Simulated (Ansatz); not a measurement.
# A hypothetical structure for Ni2AgS2, part 2 of 2

Starting from a made-up structure for Ni2AgS2, the aim is the relaxed cell, its shortest contacts and, where a second run follows, its electronic structure.

Ansatz 0.2.0; DFT, PBEsol, plane-wave PAW, files of the set soft_1, scalar-relativistic, ferromagnetic start, cell and ions relaxed at zero pressure; PAW set soft_1 (the session's first sound run).

So far: The starting structure; Relaxing cell and atoms. The relaxed cell has a = 3.773, c = 5.939 Å (conventional setting).

### 3. Electronic structure of the relaxed cell

With the geometry fixed, one more self-consistent run, with a narrower smearing and the mesh shown in its input, gives the bands, and its pressure, and its forces where symmetry allows any, show how far the geometry depends on these settings.

This step: DFT, PBEsol, plane-wave PAW, files of the set soft_1, scalar-relativistic, no spin, bands and density of states at the relaxed cell; PAW set soft_1 (Ansatz 0.2.0).

File input.yaml:

```yaml
crystal:
  lattice:
    - [3.7726229976, 0.0, 0.0]
    - [-1.8863114988, 3.2671873548, 0.0]
    - [0.0, 0.0, 5.9391840425]
  atoms:
    - { symbol: Ag, position: [0.0, 0.0, 0.0] }
    - { symbol: Ni, position: [0.6666666667, 0.3333333333, 0.6596849217] }
    - { symbol: Ni, position: [0.3333333333, 0.6666666667, 0.3403150783] }
    - { symbol: S, position: [0.6666666667, 0.3333333333, 0.2849905976] }
    - { symbol: S, position: [0.3333333333, 0.6666666667, 0.7150094024] }
kpoints:
  mp_grid: { grid: [10, 10, 6] }
  band_path:
    path:
      - [[0.0, 0.0, 0.0], [0.5, 0.0, 0.0], [0.33333333, 0.33333333, 0.0], [0.0, 0.0, 0.0], [0.0, 0.0, 0.5], [0.5, 0.0, 0.5], [0.33333333, 0.33333333, 0.5], [0.0, 0.0, 0.5]]
      - [[0.5, 0.0, 0.5], [0.5, 0.0, 0.0]]
      - [[0.33333333, 0.33333333, 0.0], [0.33333333, 0.33333333, 0.5]]
    npoints: 8
scf:
  occupations: { method: fermi_dirac, width: 0.03 }
  n_extra_bands: 9
hamiltonian:
  xc: pbesol
  pseudopotentials: { kind: paw, azcp: { folder: soft_1 }, xc_functional: pbe }
output:
  forces: true
  stress: true
  write_bands: true
  dos: { projected: true }
  write_density: true
  write_potential: true
  elf: true
  volumetric_format: npy
```

Launch:

```bash
$ ansatz run input.yaml --threads 4 --pin off --max-ram 8192MiB --backend cpu --events-out ev --progress --plain --runs-dir out
```

Numbers of over 12 decimals in the logs are rounded to 6 here.

Log:

```text
[...]
Crystal: 5 atoms, lattice volume = 73.206 Å³
Basis set: ecut = 420 eV, 1423 PW (Γ), exchange–correlation on 54×54×80 points (8 copies of the dense FFT grid, shifted against one another)
Bands: 43, of which v1, the nominal top of the filled ones, is band 34 counted from 1 (33 counted from 0)
Symmetry: 12 space group operations
[...]
k-points: 72 of 600
[...]
SCF iter   1: F=—  HF=-20907.886407 eV  |F-HF|=—  |Δ(HF+E_count)|=         —  Δρ=2.32e-1  dr2=4.01e1  ethr=3.10e-3  ⟨swp⟩=6.6  Hψ=13257  notcnv=0  defer=1
[...]
SCF iter  11: F=-20902.998778 eV  HF=-20902.998778 eV  |F-HF|=2.39e-9  |Δ(HF+E_count)|=   1.28e-8  Δρ=8.80e-6  dr2=5.33e-8  ethr=1.49e-10  ⟨swp⟩=16.4  Hψ=25508  notcnv=0
SCF 1 converged in 11 iterations: F = -20902.998778 eV  dr2 = 5.33e-8
[...]
NSCF: frozen V_eff on 75 k-points
SCF converged after 11 iterations
Free energy (F): -20902.998778 eV
[...]
Internal energy: -20902.985434 eV  (E = F + TS)
E sigma→0 (E₀):  -20902.992106 eV
Entropy (-TS):   -0.013345 eV (-2.669 meV/atom)
Fermi energy:    13.457395 eV
[...]
--- Forces (eV/Å), atoms counted from 1 ---
  atom   1  Ag     0.00000000     0.00000000     0.00000000
  atom   2  Ni     0.00000000    -0.00000000    -0.03704975
  atom   3  Ni    -0.00000000     0.00000000     0.03704975
  atom   4  S      0.00000000     0.00000000    -0.00430815
  atom   5  S      0.00000000     0.00000000     0.00430815
  max |Σ_I F_I| component: 0.00e0 eV/Å
--- Stress (GPa, compression-positive) ---
        0.160204       0.000000       0.000000
        0.000000       0.160204       0.000000
        0.000000      -0.000000      -0.288926
  P = ⅓ Tr σ = 0.0105 GPa (0.105 kbar)
--- Band table (eV; the first three rows and the last of 72) ---
  k-point 0: bands = [... 30 lower, 14.0896, 14.1348, 14.1348, 14.3747, 14.5250, 14.5250, 15.6269, 18.7222, ... 5 higher]
  k-point 1: bands = [... 30 lower, 13.7878, 14.0883, 14.0883, 14.6001, 14.6001, 14.8768, 15.7763, 18.6680, ... 5 higher]
  k-point 2: bands = [... 30 lower, 13.6208, 14.0191, 14.0191, 14.7339, 14.7339, 15.4765, 16.1907, 18.5255, ... 5 higher]
  k-point 71: bands = [... 30 lower, 12.1182, 12.2352, 12.6929, 13.4166, 13.7750, 16.6872, 17.4786, 17.5354, ... 5 higher]
```

The job ended after 5.3 s (4 threads of Arm Neoverse V2, shared host; peak memory 0.58 GiB).

Numbers from this step:

- free energy: -20902.9988 eV
- energy at zero smearing: -20902.9921 eV
- smearing term TS: 0.01334 eV
- pressure: 0.01049 GPa

From bands.tsv, the bands that come nearest the Fermi level along the path, at its corners, in eV from the Fermi level:

| point | band 31 | band 32 | band 33 | band 34 | band 35 | band 36 | band 37 | band 38 |
| --- | --- | --- | --- | --- | --- | --- | --- | --- |
| Γ | 0.63 | 0.68 | 0.68 | 0.92 | 1.07 | 1.07 | 2.17 | 5.26 |
| M | -1.63 | -1.36 | -0.97 | -0.03 | 0.12 | 3.14 | 3.65 | 4.11 |
| K | -1.21 | -1.21 | -0.75 | -0.67 | -0.67 | 2.80 | 5.55 | 5.55 |
| Γ | 0.63 | 0.68 | 0.68 | 0.92 | 1.07 | 1.07 | 2.17 | 5.26 |
| A | 0.13 | 0.53 | 0.53 | 1.34 | 1.34 | 2.34 | 2.99 | 4.58 |
| L | -1.05 | -1.02 | -0.64 | -0.34 | 0.37 | 2.36 | 2.90 | 4.15 |
| H | -1.30 | -1.30 | -0.77 | 0.16 | 0.16 | 3.67 | 3.79 | 3.79 |
| A | 0.13 | 0.53 | 0.53 | 1.34 | 1.34 | 2.34 | 2.99 | 4.58 |
| L | -1.05 | -1.02 | -0.64 | -0.34 | 0.37 | 2.36 | 2.90 | 4.15 |
| M | -1.63 | -1.36 | -0.97 | -0.03 | 0.12 | 3.14 | 3.65 | 4.11 |
| K | -1.21 | -1.21 | -0.75 | -0.67 | -0.67 | 2.80 | 5.55 | 5.55 |
| H | -1.30 | -1.30 | -0.77 | 0.16 | 0.16 | 3.67 | 3.79 | 3.79 |

States per cell as run, both spins, in windows of 1 eV, from dos.tsv (zero at the Fermi level):

```csv
from,to,total
-8,-7,1.79
-7,-6,2.69
-6,-5,7.18
-5,-4,4.51
-4,-3,5.64
-3,-2,5.69
-2,-1,6.97
-1,0,4.51
0,1,2.94
1,2,0.14
2,3,1.40
3,4,1.78
4,5,1.75
5,6,2.67
```

Below -8 eV lie 28.0 more states.

Electrostatic potential energy in the ac plane at fractional y = 0.333, with atoms of Ni and S within 0.2 Å of it. With pseudopotentials it is smooth inside the atoms' cores, unlike the true potential.

Values in eV, 22 rows by 14 columns, each cell a mean:
```
 13  10   9  10  12  14  16  16  16  16  16  16  16  15
 14  12  11  12  13  15  16  16  16  16  16  16  16  15
 14  13  13  13  14  15  15  15  14  14  14  15  15  15
 14  14  13  13  14  14  14  12   8   5   6  10  13  14
 14  13  12  12  13  13  11   3  -7 -10  -9  -1   9  13
 13  12  11  11  12  12   4  -8  -6   0  -3 -10  -1  10
 12  12  11  11  12  11  -1  -9   8  16  14  -5  -7   7
 13  13  13  13  13  11  -2  -9  10  16  16  -4  -7   7
 14  15  14  14  14  13   3  -9  -3   5   1  -9  -3  10
 15  16  16  16  15  14  10   0  -9 -10 -10  -5   6  13
 16  16  16  16  16  15  13  10   3   0   1   7  12  14
 15  15  15  15  15  15  14  11   8   6   7  10  13  15
 14  14  13  13  14  14  11   6  -4  -9  -7   2  10  13
 13  13  12  12  13  12   6  -8 -24 -26 -26 -15   2  11
 12  12  11  12  12  11   0 -21 -28 -25 -26 -26  -8   8
 13  13  12  13  13  10  -2 -23 -27 -19 -23 -27 -11   7
 14  14  14  14  14  12   2 -18 -28 -27 -28 -24  -5   9
 14  15  14  14  15  13   8  -3 -19 -23 -22 -10   5  12
 15  14  14  14  14  14  13   8   1  -3  -1   6  11  14
 14  13  12  13  14  15  15  14  12  11  12  13  14  15
 13  11  10  11  12  14  15  16  15  15  15  16  15  15
 12  10   8   9  12  14  15  16  16  16  16  16  16  15
```
Columns run along a (3.8 Å; values clipped at the 3rd and 97th percentile), rows up along c (5.9 Å). Atoms in or near the plane, at fractional coordinates: Ni at (0.67, 0.66), S at (0.67, 0.28).

Valence density in the ac plane at fractional y = 0.333, with atoms of Ni and S within 0.2 Å of it. It is the smooth field of the valence electrons, not physical close to the nuclei.

Ten steps, logarithmic in the rise over the least value, from '0' (0 e/Å³) to '9' (46 e/Å³), each cell a mean:
```
00110000000000
00000000000000
00000000000000
00000000011000
00100001233110
01111113576421
11111124899621
00000124899631
00000013677421
00000001343210
00000001121100
00000001111100
00000011222110
00000112222211
00000112211221
00000122201221
00000112212221
00000012222211
00000001111110
00000000000000
00100000000000
01110000000000
```
Columns run along a (3.8 Å), rows up along c (5.9 Å). Atoms in or near the plane, at fractional coordinates: Ni at (0.67, 0.66), S at (0.67, 0.28).

ELF in the ac plane at fractional y = 0.333, with atoms of Ni and S within 0.2 Å of it. It is the smooth field of the valence electrons, not physical close to the nuclei.

Ten even steps from '0' (0.01) to '9' (0.96), each cell a mean:
```
11111110000001
11111111111111
11111111111111
33333221111112
45554321121112
45665312455212
45665213798421
35554213799421
23433212576311
22222111222111
11111111222111
11111234565542
21111357788764
21112477656775
31112577301686
31112587200587
32112588413787
21112478767875
11111257888763
11111124566431
11211111232211
11221110111011
```
Columns run along a (3.8 Å), rows up along c (5.9 Å). Atoms in or near the plane, at fractional coordinates: Ni at (0.67, 0.66), S at (0.67, 0.28).

### 4. Results

```
space group, relaxed : P-3m1
conventional cell    : a = 3.773, b = 3.773, c = 5.939 Å; α = 90.0°, β = 90.0°, γ = 120.0°
volume per atom      : 14.64 Å³ (guess 15.61)
total moment         : 0.00 μB in the cell of 5 atoms
```

What this shows: Ni2AgS2 relaxes to P-3m1 with a = 3.773, b = 3.773 and c = 5.939 Å. The guessed volume was 7 % too large. The space group P-3m1 was held in the relaxation, so the end point is a stationary structure within it and may be a saddle against distortions or other arrangements. The moments died out from this one start and weren't seeded again at the relaxed cell. Bands cross the Fermi level, so it is a metal or semimetal at this level. The electron count is odd, which forces that without spin polarisation or a larger cell. On the 10×10×6 mesh with the narrower smearing (relaxed on 8×8×5) the largest force component is 0.037 eV/Å and the largest stress component is 0.289 GPa, against the relaxation's thresholds of 0.015 eV/Å and 0.05 GPa. The cutoff wasn't tested. No dispersion term is used, so weakly bound directions may come out too long. Nothing here tests whether the compound is stable against decomposition.

[Logs are printed without paths, hosts, clocks, repeated set-up lines and the standing remarks that a program may print on its own settings, such as how far it seeks lower states.]

[Hosts, paths, dates, database ids (printed as entryN), source tags and the programs' standing remarks are cut or masked in the printed files.]
